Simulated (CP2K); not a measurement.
Consider protonated formaldehyde at its PBE geometry (Å).

```xyz
5

C    -0.4153   -0.0152    0.0051
O     0.7551   -0.4844    0.0061
H    -1.2207   -0.7598    0.0415
H    -0.6022    1.0677   -0.0289
H     1.4831    0.1918   -0.0237
```

Method: CP2K XAS_TDP, all-electron GAPW, PBEh(45%), aug-cc-pVTZ, TDA, GW2X-corrected core level, no relativity.

Predict the bright core excitations at the C K edge.

Leading lines: C1 287.20 eV. The leading line of an atom is its first one with 35 % of the strongest within 2.5 eV of its lowest line over the strength cut. Core ionisation energies at this level: C1 304.37 eV.

The first six lines of each atom with a strength over 0.0015:

| atom | energy (eV) | states | strength, one atom | above the computed threshold |
| --- | --- | --- | --- | --- |
| C1 (bonded to O and 2 H) | 287.20 | 1 | 0.0859 |  |
|  | 295.34 | 1 | 0.0201 |  |
|  | 296.73 | 1 | 0.0088 |  |
|  | 296.92 | 1 | 0.0364 |  |
|  | 298.77 | 1 | 0.0040 |  |
|  | 298.89 | 1 | 0.0103 |  |

Lines are vertical, at one geometry, with no vibrational structure. GW2X ionisation energies and lines can be off by 1 to 2 eV either way, and a good line position may hide errors that cancel. These values hold no scalar relativity, about 0.1 eV for C 1s. Rydberg lines, and the discretised continuum above threshold, depend on the basis and the box. The ion (charge +1) is isolated, with no counter-ion or solvent.

[Banner, clock and machine lines of the logs are left out without a mark of their own.]

[Logs are printed without paths, hosts, clocks, repeated set-up lines and the standing remarks that a program may print on its own settings, such as how far it seeks lower states.]

[Hosts, paths, dates, database ids (printed as entryN), source tags and the programs' standing remarks are cut or masked in the printed files.]
